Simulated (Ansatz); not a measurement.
# Lattice dynamics of TiGe (model cell, started as rocksalt type), part 2 of 2

Aim: the phonons of TiGe (model cell, started as rocksalt type) at a cell relaxed beforehand at this level.

Ansatz 0.2.0; DFT PBE, scalar-relativistic, plane waves, PAW.

So far: Set-up; The dispersion.

The structure was built from a prototype and need not be the compound's stable phase.

### 2. The dispersion (continued)

The partial phonon density of states has structure finer than the step of the table below, so its rows give means over 10 cm⁻¹, whole bins alone (the curve runs from -10 to 306 cm⁻¹). Peaks (cm⁻¹: height): Ge 101.1: 0.0219, 140.8: 0.0158, 154.7: 0.0167, 194.4: 0.0302, 273.8: 0.0451; Ti 101.1: 0.0147, 273.8: 0.0842.

Phonopy on the run's constants, 19x19x19 mesh, Gaussian sigma 2.3 cm-1. Interpolated from a 4×4×4 q mesh. Partial phonon density of states against wavenumber; means over each step; values in 1/cm⁻¹/cell:

| wavenumber (cm⁻¹) | Ge | Ti |
| --- | --- | --- |
| 0 | 2.5e-5 | 1.7e-5 |
| 10 | 3.7e-5 | 2.5e-5 |
| 20 | 2.8e-4 | 1.9e-4 |
| 30 | 7.1e-4 | 4.8e-4 |
| 40 | 0.00127 | 8.7e-4 |
| 50 | 0.00216 | 0.00149 |
| 60 | 0.00333 | 0.00231 |
| 70 | 0.00457 | 0.00318 |
| 80 | 0.00640 | 0.00441 |
| 90 | 0.00947 | 0.00642 |
| 100 | 0.0182 | 0.0122 |
| 110 | 0.0158 | 0.0103 |
| 120 | 0.0126 | 0.00799 |
| 130 | 0.0117 | 0.00716 |
| 140 | 0.0136 | 0.00798 |
| 150 | 0.0123 | 0.00668 |
| 160 | 0.0129 | 0.00642 |
| 170 | 0.0163 | 0.00684 |
| 180 | 0.0179 | 0.00531 |
| 190 | 0.0244 | 0.00413 |
| 200 | 0.0182 | 0.00196 |
| 210 | 0.00188 | 0.00296 |
| 220 | 0.00304 | 0.0106 |
| 230 | 0.00673 | 0.0250 |
| 240 | 0.00850 | 0.0210 |
| 250 | 0.0110 | 0.0246 |
| 260 | 0.0149 | 0.0272 |
| 270 | 0.0326 | 0.0599 |
| 280 | 0.0185 | 0.0315 |
| 290 | 6.4e-4 | 9.6e-4 |
| 300 | 0 | 0 |

Second derivatives of the energy by pair, one row for each kind of neighbour of each atom listed. Each entry sums the pair over the periodic images of the supercell that the q mesh stands for, and in a polar crystal it holds the long-range dipole part too. Force constants by pair, by row:

| atom | neighbour | distance (Å) | third of the trace (eV/Å²) | along the pair's line (eV/Å²) |
| --- | --- | --- | --- | --- |
| Ti1 | itself | 0 | 8.876 | – |
| Ti1 | Ge | 2.597 | -1.427 | -3.612 |
| Ti1 | Ti | 3.672 | -0.0349 | -0.3998 |
| Ti1 | Ge | 4.498 | -0.0683 | -0.2579 |
| Ti1 | Ti | 5.194 | -0.0786 | -0.2431 |
| Ti1 | Ge | 5.807 | 0.0277 | 0.0915 |
| Ti1 | Ti | 6.361 | 0.0232 | 0.074 |
| Ti1 | Ti | 7.345 | -0.005 | -0.0978 |
| Ge2 | itself | 0 | 9.883 | – |
| Ge2 | Ti | 2.597 | -1.427 | -3.612 |
| Ge2 | Ge | 3.672 | -0.0593 | -0.2683 |
| Ge2 | Ti | 4.498 | -0.0683 | -0.2579 |
| Ge2 | Ge | 5.194 | -0.1229 | -0.2947 |
| Ge2 | Ti | 5.807 | 0.0277 | 0.0915 |
| Ge2 | Ge | 6.361 | 0.0188 | 0.0198 |
| Ge2 | Ge | 7.345 | -0.0282 | -0.0767 |

Harmonic thermodynamic functions per atom, from the density of states. Interpolated from a 4×4×4 q mesh. Thermodynamic functions, by row:

| T (K) | F_vib (meV/atom) | S (J/mol-atom/K) | C_V (J/mol-atom/K) |
| --- | --- | --- | --- |
| 0 | 36.75 | 0 | 0 |
| 50 | 36.47 | 1.992 | 4.802 |
| 100 | 33.92 | 8.133 | 13.46 |
| 200 | 18.9 | 20.31 | 20.87 |
| 300 | -7.01 | 29.24 | 22.98 |
| 400 | -40.96 | 35.98 | 23.81 |
| 500 | -81.13 | 41.34 | 24.21 |
| 600 | -126.3 | 45.78 | 24.43 |
| 700 | -175.8 | 49.56 | 24.56 |
| 800 | -228.9 | 52.84 | 24.65 |
| 900 | -285.2 | 55.75 | 24.71 |
| 1000 | -344.4 | 58.35 | 24.76 |

Harmonic mean-square displacement, third of the trace. Interpolated from a 4×4×4 q mesh. Mean square displacements, by row:

| T (K) | Ti1 U_eq (Å²) | Ge2 U_eq (Å²) |
| --- | --- | --- |
| 0 | 0.00195 | 0.00154 |
| 100 | 0.00279 | 0.00236 |
| 300 | 0.00646 | 0.00578 |
| 600 | 0.01251 | 0.01128 |

Symmetry leaves 8 wavevectors to solve. The lowest mode among them, the acoustic zeros apart, lies at q = (0, 0.25, 0.25) and is real, 63.6 cm⁻¹.

### 3. Another isotope, element Ge, natural mass 72.63 amu

An isotope changes the mass and not the force constants, so no new electronic calculation is needed; the shifts show which modes move this element.

The same force constants with the mass of Ge changed from 72.630 to 75.921 u (phonopy, no LO-TO term). Both lists are sorted by frequency; levels can cross, so a row need not hold one and the same mode. Modes under 3 cm⁻¹ are left out. Isotope shifts, by row:

| q | rank | natural mass (cm⁻¹) | changed mass (cm⁻¹) |
| --- | --- | --- | --- |
| 0 0 0 | 4 | 286.9 | 284.4 |
| 0 0 0 | 5 | 286.9 | 284.4 |
| 0 0 0 | 6 | 286.9 | 284.4 |
| 0 0 0.25 | 1 | 102.8 | 101.4 |
| 0 0 0.25 | 2 | 102.8 | 101.4 |
| 0 0 0.25 | 3 | 134.1 | 132.1 |
| 0 0 0.25 | 4 | 261.6 | 259.3 |
| 0 0 0.25 | 5 | 261.6 | 259.3 |
| 0 0 0.25 | 6 | 279.4 | 277.2 |
| 0 0 -0.5 | 1 | 189.6 | 185.4 |
| 0 0 -0.5 | 2 | 189.6 | 185.4 |
| 0 0 -0.5 | 3 | 205.7 | 205.7 |
| 0 0 -0.5 | 4 | 205.7 | 205.7 |
| 0 0 -0.5 | 5 | 212.5 | 207.9 |
| 0 0 -0.5 | 6 | 268.2 | 268.2 |
| 0 0.25 0.25 | 1 | 63.59 | 62.76 |
| 0 0.25 0.25 | 2 | 63.59 | 62.76 |
| 0 0.25 0.25 | 3 | 183.3 | 179.9 |
| 0 0.25 0.25 | 4 | 232.1 | 231.4 |
| 0 0.25 0.25 | 5 | 275.1 | 272.6 |
| 0 0.25 0.25 | 6 | 275.1 | 272.6 |

A mode of this element alone would shift by -2.19 %. The highest zone-centre frequency without the field goes from 286.9 to 284.4 cm⁻¹ (-0.9 %). The product of the frequency ratios over all optical modes at Γ is 0.974; the product rule, (m/m′)^(3k/2) (M′/M)^(3/2) with k = 1 such atoms and M the mass of the cell, gives 0.974.

### 4. Another isotope, element Ti, natural mass 47.867 amu

The same for Ti, from 47.87 to 49.94 u.

A mode of this element alone would shift by -2.10 %. The highest zone-centre frequency without the field goes from 286.9 to 283.3 cm⁻¹ (-1.3 %). The product of the frequency ratios over all optical modes at Γ is 0.963; the product rule, (m/m′)^(3k/2) (M′/M)^(3/2) with k = 1 such atoms and M the mass of the cell, gives 0.963.

### 5. Outcome

```json
{
  "space group (within 0.01 Å)": "Fm-3m",
  "volume per atom": "17.5 Å³",
  "electronic character": "no gap on this mesh",
  "highest optical mode at the zone centre (no LO-TO term)": "287 cm⁻¹",
  "lowest optical zone-centre mode": "287 cm⁻¹",
  "lowest mode on the q mesh (acoustic modes at Γ apart)": "63.6 cm⁻¹",
  "highest frequency on the path or at a solved wavevector": "287 cm⁻¹",
  "zero-point energy per atom": "36.8 meV",
  "heat capacity at 300 K": "23.0 J/(mol atoms K)",
  "vibrational entropy at 300 K": "29.2 J/(mol atoms K)",
  "Debye temperature (second moment)": "388 K",
  "imaginary modes on the 4×4×4 q mesh": "none"
}
```

In words: The structure is a minimum as far as tested: no mode is imaginary at the 8 irreducible wavevectors of the 4×4×4 mesh, and the softest away from the acoustic zeros lies at 64 cm⁻¹. The optical modes at Γ form one degenerate level at 287 cm⁻¹. With no gap, or one that is small against the smearing, the frequencies hang on the k mesh and the smearing, most of all near Kohn anomalies. The starting cell was built on a prototype and not taken from a measurement, so the phase need not exist. These are harmonic frequencies at zero temperature: anharmonic shifts, linewidths and thermal expansion are left out.

[Logs are printed without paths, hosts, clocks, repeated set-up lines and the standing remarks that a program may print on its own settings, such as how far it seeks lower states.]

[Hosts, paths, dates, database ids (printed as entryN), source tags and the programs' standing remarks are cut or masked in the printed files.]
